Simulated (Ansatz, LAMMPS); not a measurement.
## Forces and charges in amorphous 63GeO2-24PbO-13Al2O3 (mol %) (115 atoms)

Wanted: forces, charges and levels of amorphous 63GeO2-24PbO-13Al2O3 (mol %) (115 atoms).

Program: Ansatz 0.2.0. Level of theory: Kohn-Sham DFT, PBE, PAW (set soft_2), plane waves. Results are calculated unless marked as measured.

### Step 1. Starting point

The cell holds 115 atoms: 24 Ge, 9 Pb, 10 Al and 72 O. Cell: a = 11.976 Å, b = 11.976 Å, c = 11.976 Å, α = 90.0°, β = 90.0°, γ = 90.0°. 115 atoms (24 Ge, 9 Sr, 10 Al, 72 O) placed at random at 3.86 g/cm³, melted at 5000 K for 10 ps at fixed volume with the Morse and Coulomb pair potential with partial charges (Pedone, Malavasi, Menziani, Cormack and Segre, J. Phys. Chem. B 110, 11780 (2006)). Quenched from 5000 K to 300 K at 10 K/ps and fixed volume, held 10 ps at zero pressure, then minimised at fixed cell. Then Sr was replaced by Pb and the cell scaled by 1.008 (the potential has no terms for the new elements, so the cell is a start for a DFT relaxation).

Limits known from the start: The quench rate of 10 K/ps is many orders above laboratory rates, so the cell is likely richer in defects and strain than a real sample. The starting topology of bonds comes from the classical model, and needn't be the one that DFT or experiment would give. The Brillouin zone is sampled at Γ only, in a cell whose shortest periodic width is 12 Å. No spin–orbit coupling is included, so levels derived from the heavy atoms are approximate.

### Step 2. Making the structure

A classical potential makes the cell, at a small fraction of what the same run would cost in DFT.

This step: classical MD, Morse and Coulomb pair potential with partial charges (Pedone, Malavasi, Menziani, Cormack and Segre, J. Phys. Chem. B 110, 11780 (2006)) (LAMMPS 22 Jul 2025 - Update 4).

File in.lmp:

```
# melt-quench of Ge24Sr9Al10O72
units metal
atom_style charge
boundary p p p
region box block 0 11.9397 0 11.9397 0 11.9397
create_box 4 box
mass 1 72.6300   # Ge
mass 2 87.6200   # Sr
mass 3 26.9815   # Al
mass 4 15.9990   # O
create_atoms 1 random 24 562564 NULL overlap 1.5 maxtry 2000
create_atoms 2 random 9 562571 NULL overlap 1.5 maxtry 2000
create_atoms 3 random 10 562578 NULL overlap 1.5 maxtry 2000
create_atoms 4 random 72 562585 NULL overlap 1.5 maxtry 2000
pair_style hybrid/overlay pedone 5.5 coul/long 8.0
pair_coeff * * coul/long
pair_coeff 1 4 pedone 0.158118 2.294230 2.261313 5   # Ge-O
pair_coeff 2 4 pedone 0.019623 1.886000 3.328330 3   # Sr-O
pair_coeff 3 4 pedone 0.361581 1.900442 2.164818 0.9   # Al-O
pair_coeff 4 4 pedone 0.042395 1.379316 3.618701 22   # O-O
set type 1 charge 2.4
set type 2 charge 1.2
set type 3 charge 1.8
set type 4 charge -1.2
kspace_style pppm 1.0e-4
neigh_modify delay 0 every 1 check yes
thermo_style custom step time temp pe press density
thermo_modify norm yes
timestep 0.002
thermo 100
min_style cg
minimize 1e-4 1e-4 200 2000
reset_timestep 0
velocity all create 5000 562565 mom yes dist gaussian
# [... 14 lines left out ...]
thermo 1666
fix md all npt temp 300 300 0.2 iso 0 0 2
run 5000 post no
unfix md
thermo 100
min_style cg
minimize 0 1e-3 2000 20000
write_dump all custom glass.dump id type xs ys zs modify sort id
```

Command:

```
> lmp -in in.lmp -log none -nocite
```

Numbers of over 12 decimals in the logs are rounded to 6 here.

The log of the run:

```text
LAMMPS (22 Jul 2025 - Update 4)
Created orthogonal box = (0 0 0) to (11.9397 11.9397 11.9397)
Created 24 atoms
Created 9 atoms
Created 10 atoms
Created 72 atoms
PPPM initialization ...
  G vector (1/distance) = 0.37393042
  grid = 12 12 12
  estimated relative force accuracy = 8.4227747e-05
   Step          Time           Temp          PotEng         Press         Density
         0   0              0             -2.3138925      624661.21      3.8569526
        88   0.176          0             -14.215104      14813.23       3.8569526
Loop time of 0.105089 s on 1 MPI rank(s) for 88 steps with 115 atoms
Minimization stats:
  Stopping criterion = energy tolerance
  Energy initial, next-to-last, final =
     -2.31389251210273  -14.2139126084887  -14.2151037052492
  Force two-norm initial, final = 299.56509 2.7474507
  Iterations, force evaluations = 88 109
   Step          Time           Temp          PotEng         Press         Density
         0   0              5000          -14.215104      61049.027      3.8569526
       500   1              2072.8694     -13.932137      169.39608      3.8569526
      1000   2              2690.5985     -13.995457      4855.5371      3.8569526
Loop time of 0.983483 s on 1 MPI rank(s) for 1000 steps with 115 atoms
[... 3 lines left out ...]
      2499   4.998          4992.3341     -13.476935      41407.929      3.8569526
      3332   6.664          4738.8923     -13.580194      47060.582      3.8569526
      4165   8.33           4623.7736     -13.520618      68515.094      3.8569526
      4998   9.996          4812.2911     -13.445651      39158.959      3.8569526
      5831   11.662         4820.8118     -13.472445      49581.689      3.8569526
[... 1 line left out ...]
Loop time of 4.95139 s on 1 MPI rank(s) for 5000 steps with 115 atoms
   Step          Time           Temp          PotEng         Press         Density
[... 12 lines left out ...]
Loop time of 209.926 s on 1 MPI rank(s) for 235000 steps with 115 atoms
   Step          Time           Temp          PotEng         Press         Density
[... 3 lines left out ...]
    244902   489.804        270.54424     -14.318037     -5588.5649      3.8983508
    246000   492            310.78473     -14.330133     -3767.1203      3.9146555
Loop time of 5.58037 s on 1 MPI rank(s) for 5000 steps with 115 atoms
   Step          Time           Temp          PotEng         Press         Density
    246000   492            310.78473     -14.330134     -3767.6375      3.9146555
    246019   492.038        310.78473     -14.362294     -856.003        3.9146555
Loop time of 0.0636751 s on 1 MPI rank(s) for 19 steps with 115 atoms
Minimization stats:
  Stopping criterion = linesearch alpha is zero
  Energy initial, next-to-last, final =
     -14.3301340404939  -14.3622942220429  -14.3622942220429
  Force two-norm initial, final = 13.291463 0.48899923
  Iterations, force evaluations = 19 71
```

The job ended after 3.7 min (1 thread of Intel Xeon Platinum 8259CL at 2.50GHz (Skylake/Cascade Lake), shared host; peak memory 0.07 GiB).

### Step 3. Plane-wave single point

One self-consistent run at the given positions yields energy and forces.

File input.yaml:

```yaml
crystal:
  lattice:
    - [11.97579, 0.0, 0.0]
    - [0.0, 11.97579, 0.0]
    - [0.0, 0.0, 11.97579]
  atoms:
    - { symbol: Ge, position: [0.02019, 0.12398, 0.33504] }
    - { symbol: Ge, position: [0.64958, 0.41244, 0.94011] }
    - { symbol: Ge, position: [0.2174, 0.24396, 0.85256] }
    - { symbol: Ge, position: [0.2506, 0.73078, 0.28285] }
    - { symbol: Ge, position: [0.96651, 0.58427, 0.11512] }
    - { symbol: Ge, position: [0.86041, 0.80505, 0.21221] }
    - { symbol: Ge, position: [0.51161, 0.47642, 0.51823] }
    - { symbol: Ge, position: [0.1069, 0.88156, 0.46298] }
    - { symbol: Ge, position: [0.7643, 0.11699, 0.4616] }
    - { symbol: Ge, position: [0.56365, 0.9463, 0.08283] }
    - { symbol: Ge, position: [0.92045, 0.7251, 0.61108] }
    - { symbol: Ge, position: [0.59908, 0.28573, 0.31857] }
    - { symbol: Ge, position: [0.27605, 0.21046, 0.47931] }
    - { symbol: Ge, position: [0.08274, 0.0145, 0.83498] }
    - { symbol: Ge, position: [0.4587, 0.27322, 0.69012] }
    - { symbol: Ge, position: [0.23764, 0.50511, 0.46053] }
    - { symbol: Ge, position: [0.17882, 0.48442, 0.73381] }
    - { symbol: Ge, position: [0.51546, 0.95508, 0.72985] }
    - { symbol: Ge, position: [0.95607, 0.45948, 0.5032] }
    - { symbol: Ge, position: [0.40302, 0.5395, 0.90687] }
    - { symbol: Ge, position: [0.24098, 0.75662, 0.99783] }
    - { symbol: Ge, position: [0.20108, 0.42737, 0.07556] }
    - { symbol: Ge, position: [0.74993, 0.1525, 0.99472] }
    - { symbol: Ge, position: [0.34984, 0.01438, 0.95044] }
    - { symbol: Pb, position: [0.72264, 0.58126, 0.34537] }
    - { symbol: Pb, position: [0.49666, 0.47321, 0.16319] }
    - { symbol: Pb, position: [0.00822, 0.15725, 0.61112] }
    - { symbol: Pb, position: [0.30577, 0.16558, 0.1738] }
    - { symbol: Pb, position: [0.41881, 0.74624, 0.56043] }
    - { symbol: Pb, position: [0.81564, 0.8975, 0.81969] }
    - { symbol: Pb, position: [0.70042, 0.59643, 0.711] }
    - { symbol: Pb, position: [0.93634, 0.33724, 0.8165] }
    - { symbol: Pb, position: [0.49219, 0.0094, 0.40856] }
    - { symbol: Al, position: [0.00602, 0.65301, 0.86806] }
    - { symbol: Al, position: [0.7529, 0.65515, 0.00358] }
    - { symbol: Al, position: [0.11566, 0.34499, 0.32048] }
    - { symbol: Al, position: [0.2712, 0.99729, 0.63724] }
    - { symbol: Al, position: [0.97676, 0.03874, 0.09609] }
    - { symbol: Al, position: [0.85741, 0.37374, 0.26499] }
    - { symbol: Al, position: [0.72554, 0.83462, 0.46326] }
    - { symbol: Al, position: [0.55674, 0.74458, 0.87605] }
    - { symbol: Al, position: [0.70616, 0.13378, 0.72263] }
    - { symbol: Al, position: [0.52523, 0.77854, 0.29923] }
    - { symbol: O, position: [0.73721, 0.97766, 0.46092] }
    - { symbol: O, position: [0.96424, 0.36186, 0.60442] }
    - { symbol: O, position: [0.78268, 0.15558, 0.5998] }
    - { symbol: O, position: [0.87684, 0.14203, 0.05899] }
    - { symbol: O, position: [0.37895, 0.78575, 0.3252] }
    - { symbol: O, position: [0.98582, 0.98127, 0.73466] }
    - { symbol: O, position: [0.70985, 0.72454, 0.88384] }
    - { symbol: O, position: [0.8764, 0.49919, 0.18727] }
    - { symbol: O, position: [0.08824, 0.51629, 0.08768] }
    - { symbol: O, position: [0.60949, 0.57836, 0.52985] }
    - { symbol: O, position: [0.67994, 0.53013, 0.02363] }
    - { symbol: O, position: [0.65155, 0.99487, 0.71841] }
    - { symbol: O, position: [0.54804, 0.83789, 0.98825] }
    - { symbol: O, position: [0.04633, 0.00593, 0.42315] }
    - { symbol: O, position: [0.76923, 0.74742, 0.1136] }
    - { symbol: O, position: [0.24175, 0.72908, 0.14016] }
    - { symbol: O, position: [0.1534, 0.81548, 0.34509] }
    - { symbol: O, position: [0.42125, 0.97792, 0.62287] }
    - { symbol: O, position: [0.88354, 0.1468, 0.38585] }
    - { symbol: O, position: [0.22268, 0.89123, 0.54979] }
    - { symbol: O, position: [0.52255, 0.6074, 0.84721] }
    - { symbol: O, position: [0.38298, 0.53893, 0.49668] }
    - { symbol: O, position: [0.66776, 0.03883, 0.03762] }
    - { symbol: O, position: [0.55559, 0.39621, 0.40476] }
    - { symbol: O, position: [0.6442, 0.17592, 0.40216] }
    - { symbol: O, position: [0.50049, 0.40546, 0.64386] }
    - { symbol: O, position: [0.49509, 0.26768, 0.22507] }
    - { symbol: O, position: [0.5648, 0.89738, 0.21788] }
    - { symbol: O, position: [0.85339, 0.42767, 0.40772] }
    - { symbol: O, position: [0.35448, 0.24897, 0.78693] }
    - { symbol: O, position: [0.27425, 0.89587, 0.98015] }
    - { symbol: O, position: [0.43805, 0.02216, 0.06888] }
    - { symbol: O, position: [0.68831, 0.28341, 0.99664] }
    - { symbol: O, position: [0.30274, 0.51234, 0.80284] }
    - { symbol: O, position: [0.18206, 0.33636, 0.96549] }
    [... 31 atom lines left out ...]
    - { symbol: O, position: [0.73974, 0.42836, 0.8295] }
    - { symbol: O, position: [0.5517, 0.648, 0.25373] }
    - { symbol: O, position: [0.1693, 0.34214, 0.74169] }
    - { symbol: O, position: [0.52092, 0.81242, 0.74904] }
    - { symbol: O, position: [0.5802, 0.20459, 0.72195] }
    - { symbol: O, position: [0.98583, 0.309, 0.26021] }
kpoints:
  mp_grid: { grid: [1, 1, 1] }
hamiltonian:
  xc: pbe
scf:
  occupations: { method: fermi_dirac, width: 0.025 }
output:
  forces: true
  stress: true
  populations: true
  dos:
    method: { smearing: { sigma: 0.08 } }
    de: 0.1
    projected: { site_lists: { Al: [Al], Ge: [Ge], O: [O], Pb: [Pb] } }
  eigenvalues: true
  write_density: true
  write_potential: true
  volumetric_format: npy
```

Command:

```
> ansatz run input.yaml --threads 8 --pin off --max-ram 15872MiB --backend cpu --events-out ev --progress --plain --runs-dir out
```

The log of the run:

```text
Engine: ansatz 0.2.0, x86_64-unknown-linux-gnu
Pseudopotentials: kind: paw
Pseudopotential: Ge, paw, valence charge 14, recommended cutoff 420 eV (normal), Ge.paw.azcp
Pseudopotential: Pb, paw, valence charge 14, recommended cutoff 420 eV (normal), Pb.paw.azcp
Pseudopotential: Al, paw, valence charge 3, recommended cutoff 420 eV (normal), Al.paw.azcp
Pseudopotential: O, paw, valence charge 6, recommended cutoff 420 eV (normal), O.paw.azcp
[... 5 lines on functional and potentials left out ...]
Crystal: 115 atoms, lattice volume = 1717.562 Å³
Basis set: ecut = 420 eV, 33401 PW (Γ), exchange–correlation on 162×162×162 points (8 copies of the dense FFT grid, shifted against one another)
Bands: 577, of which v1, the nominal top of the filled ones, is band 462 counted from 1 (461 counted from 0)
Symmetry: 1 space group operations
Space group: P1 (ITA 1), of the structure as read, at distance tolerance 1.2e-4 Å
k-points: 1
[... 9 lines on functional and potentials left out ...]
Initial density: superposition of atomic densities (neutral atoms: chi_scale 0, normalization atom), corrected by the library's trained network
Initial wavefunctions: pseudopotential atomic-orbital guess
Functional: x = pbe(κ = 0.804, μ = 0.219515), c = pbe(β = 0.066725)
SCF iter   1: F=—  HF=-256486.162406 eV  |F-HF|=—  |Δ(HF+E_count)|=         —  Δρ=2.43e-3  dr2=1.04e-1  ethr=1.77e-3  ⟨swp⟩=6.0  Hψ=2345  notcnv=0  defer=19
preconditioner: auto → Resta (q_TF=auto, 2.460 Å⁻¹)  ε∞=3.0  [insulator: Δε(μ)=2.519 eV  Ē_g=19.096 eV  σ=0.025 eV  W_gap=1.00  n_scr=436 (ndim 8)  ℏωp=27.2 eV  f_vac=0.156  D(μ)=0.00/eV (n_scr^D=0)  ε∞_Penn≈3.0]
SCF iter   2: F=—  HF=-256486.174047 eV  |F-HF|=—  |Δ(HF+E_count)|=   1.16e-2  Δρ=1.30e-3  dr2=2.17e-2  ethr=1.13e-5  ⟨swp⟩=2.0  Hψ=1012  notcnv=0  defer=109
SCF iter   3: F=—  HF=-256486.177650 eV  |F-HF|=—  |Δ(HF+E_count)|=   3.60e-3  Δρ=5.87e-4  dr2=6.73e-3  ethr=2.34e-6  ⟨swp⟩=2.0  Hψ=790  notcnv=0  defer=109
SCF iter   4: F=—  HF=-256486.178701 eV  |F-HF|=—  |Δ(HF+E_count)|=   1.05e-3  Δρ=1.87e-4  dr2=6.53e-4  ethr=7.29e-7  ⟨swp⟩=2.0  Hψ=751  notcnv=0  defer=109
SCF iter   5: F=—  HF=-256486.178784 eV  |F-HF|=—  |Δ(HF+E_count)|=   8.39e-5  Δρ=1.15e-4  dr2=2.23e-4  ethr=7.07e-8  ⟨swp⟩=2.0  Hψ=789  notcnv=0  defer=109
SCF iter   6: F=—  HF=-256486.178798 eV  |F-HF|=—  |Δ(HF+E_count)|=   1.34e-5  Δρ=3.38e-5  dr2=2.05e-5  ethr=2.41e-8  ⟨swp⟩=2.0  Hψ=761  notcnv=0  defer=109
SCF iter   7: F=—  HF=-256486.182387 eV  |F-HF|=—  |Δ(HF+E_count)|=   3.59e-3  Δρ=2.07e-5  dr2=6.76e-6  ethr=2.22e-9  ⟨swp⟩=2.0  Hψ=1037  notcnv=0  defer=109
SCF iter   8: F=—  HF=-256486.182388 eV  |F-HF|=—  |Δ(HF+E_count)|=   1.07e-6  Δρ=7.13e-6  dr2=8.78e-7  ethr=7.31e-10  ⟨swp⟩=2.0  Hψ=763  notcnv=0  defer=109
SCF iter   9: F=—  HF=-256486.182389 eV  |F-HF|=—  |Δ(HF+E_count)|=   8.29e-7  Δρ=3.87e-6  dr2=2.48e-7  ethr=9.50e-11  ⟨swp⟩=2.0  Hψ=921  notcnv=0  defer=109
SCF iter  10: F=-256486.182389 eV  HF=-256486.182389 eV  |F-HF|=2.10e-8  |Δ(HF+E_count)|=   6.51e-8  Δρ=1.30e-6  dr2=2.90e-8  ethr=1.08e-11  ⟨swp⟩=16.0  Hψ=4941  notcnv=0
SCF 1 converged in 10 iterations: F = -256486.182389 eV  dr2 = 2.90e-8
  greatest PAW one-centre occupation: 0.999 electrons in one spin orbital (limit 2), on the Ge atom at site 2 (counted from 0), in its partial waves of l = 2
SCF converged after 10 iterations
Free energy (F): -256486.182389 eV
Harris-Foulkes:  -256486.182389 eV  (|F-HF|=2.10e-8)
Internal energy: -256486.182389 eV  (E = F + TS)
E sigma→0 (E₀):  -256486.182389 eV
Fermi energy:    6.182687 eV
--- Per-component energies (eV) ---
  E_band       = -6681.406460
  E_kinetic    = 18179.845735
  E_local      = -117469.474422  (includes V_loc(G=0)·N_el)
  E_nonlocal   = 16954.011614
  E_hartree    = 49406.798616
  E_xc         = -9485.541714
  E_vxc        = -9781.527963  (∫ρ·V_xc dr)
  E_paw        = -158348.183148  (= ΣΔE_a)
  E_vpaw       = -13378.039434  (= ΣTr[D̂ρ^β])
  E_aug_tail   = 0.187136  (compensation charges beyond the density's cutoff)
  E_ewald      = -55723.826207
  E_smearing   = -0.000000  (= −TS)
  E_closure    = 0.000000  (closes the sum)
  Σ components = -256486.182389   (vs F -256486.182389, Δ=0.00e0)
--- Forces (eV/Å), atoms counted from 1 ---
  atom   1  Ge    -0.19334706     0.05261851    -0.53029396
  atom   2  Ge     0.46226569     0.44986645    -0.22425900
  atom   3  Ge     1.20029513     0.42586162    -0.63485506
  atom   4  Ge     0.35456702     0.08633671     0.41378752
  atom   5  Ge    -0.65568432     0.02696473     0.94639969
  atom   6  Ge    -0.08284014    -0.35166945    -1.55322409
  atom   7  Ge    -0.65643386    -1.99663866     0.13885944
  atom   8  Ge     0.79924745     0.14801039     0.09993577
  atom   9  Ge     0.44205619    -0.33591505    -0.05802367
  atom  10  Ge     0.10969142    -0.69994166    -1.42811625
  atom  11  Ge     1.03315803    -0.59092421    -0.72333095
  atom  12  Ge     0.73714893     0.51982010     0.13030880
  atom  13  Ge     0.49450959     0.53252233     1.45574765
  atom  14  Ge     0.86199378    -0.72397287     0.27006480
[...]
atom 114  O      0.30904925    -0.05544482     0.33401963
  atom 115  O      0.30223250    -0.88606362    -0.17082041
  max |Σ_I F_I| component: 1.52e-4 eV/Å
--- Stress (GPa, compression-positive) ---
        2.679141      -0.096445       0.963608
       -0.096444       5.412642       0.765644
        0.963612       0.765645       2.633157
  P = ⅓ Tr σ = 3.5750 GPa (35.750 kbar)
--- Band table (eV) ---
  k-point 0: bands = ["-19.7407", "-19.7034", "-19.6633", "-19.6047", [... 561 levels ...], "14.2861", "14.3514", "14.3894", "14.4366", "14.4601", "14.5098", "14.5799", "14.5937", "14.6415", "14.6486", "14.6982", "14.7232"]
--- Löwdin populations: 115 sites ---
  site symbol       q [e]
     0     Ge     12.4239
     1     Ge     12.4498
     2     Ge     12.4448
[...]
114      O      6.8723
  spilling = 0.005182 (of n_electrons = 924.000000)
```

Elapsed: 40 s, on 8 threads of Intel Xeon Platinum 8259CL at 2.50GHz (Skylake/Cascade Lake), shared host; peak memory 2.9 GiB; 4.2 min of CPU time.

In the SCF lines HF is the Harris–Foulkes energy and dr2 the Hartree energy of the density residual, in eV; the loop may stop once dr2 is under the threshold and the program's other checks hold. Hψ counts applications of the Hamiltonian.

Numbers from this run:

```yaml
free_energy: -256486.1824 eV
free_energy_per_atom: -2230.3146 eV/atom
scf_cycles: 10
pressure: 3.575 GPa
r_m_s_force_component: 0.7652 eV/Å
longest_force: 2.8 eV/Å
fermi_energy: 6.183 eV
spacing_of_highest_filled_and_lowest_empty_level: 2.441 eV
spilling_of_the_projection: 0.005182
```

Length of the force by element:

```csv
element,coordination,atoms,mean length of the force (eV/Å),spread,least,most
Al,all,10,1.30,0.210,0.994,1.66
Ge,all,24,1.12,0.455,0.241,2.11
O,all,72,1.32,0.510,0.0995,2.80
Pb,all,9,0.823,0.238,0.483,1.20
```

Löwdin charges by element (they lack the spilled electrons, 0.042 e an atom on average):

```csv
element,coordination,atoms,mean charge (e),spread,least,most
Al,all,10,1.30,0.0264,1.25,1.35
Ge,all,24,1.59,0.0299,1.53,1.64
O,all,72,-0.784,0.0295,-0.872,-0.730
Pb,all,9,1.12,0.0245,1.08,1.16
```

Density of states as counts of states in windows of 1 eV (from the Fermi level), total and the larger projections:

```csv
from (eV),to (eV),total,O p,Ge p,Pb p,O s,Pb d
-18,-17,87.7,0.3,2.5,0.2,20.7,61.8
-17,-16,27.6,0.1,0.2,0.1,2.3,24.6
-16,-12,0.0,0.0,0.0,0.0,0.0,0.0
-12,-11,1.8,1.1,0.1,0.0,0.1,0.0
-11,-10,13.8,7.9,0.5,0.0,0.9,0.0
-10,-9,14.4,7.5,0.7,0.1,0.8,0.0
-9,-8,28.0,12.4,1.6,0.1,1.3,0.0
-8,-7,21.4,14.1,2.5,0.1,0.6,0.0
-7,-6,45.3,33.6,7.3,0.4,0.7,0.0
-6,-5,40.7,31.4,4.2,1.2,1.1,0.0
-5,-4,59.9,49.7,2.9,2.4,1.7,0.0
-4,-3,89.7,81.0,2.0,2.0,1.3,0.1
-3,-2,97.3,91.6,1.0,0.9,0.6,0.0
-2,-1,37.7,35.1,0.3,0.3,0.2,0.0
-1,1,0.0,0.0,0.0,0.0,0.0,0.0
1,2,12.8,1.9,0.4,7.3,1.2,0.0
2,3,23.3,3.4,1.0,13.1,2.2,0.0
3,4,26.0,4.5,2.0,10.7,2.3,0.0
4,5,24.9,4.8,2.8,7.2,2.1,0.0
```

The curve was stored every 0.100 eV, coarse against its broadening of 0.08 eV, so these counts are rough.

Between -26 and -18 eV lie 358 more states.

The levels nearest the highest filled one (over half full), pooled over k-points and spins:

```csv
level less the highest filled one (eV),occupation
-0.359,2
-0.347,2
-0.276,2
-0.232,2
-0.129,2
0,2
2.44,0
2.76,0
2.86,0
2.92,0
3.01,0
3.10,0
```

(Continued in part 2 of 2.)

[Logs are printed without paths, hosts, clocks, repeated set-up lines and the standing remarks that a program may print on its own settings, such as how far it seeks lower states.]

[Hosts, paths, dates, database ids (printed as entryN), source tags and the programs' standing remarks are cut or masked in the printed files.]
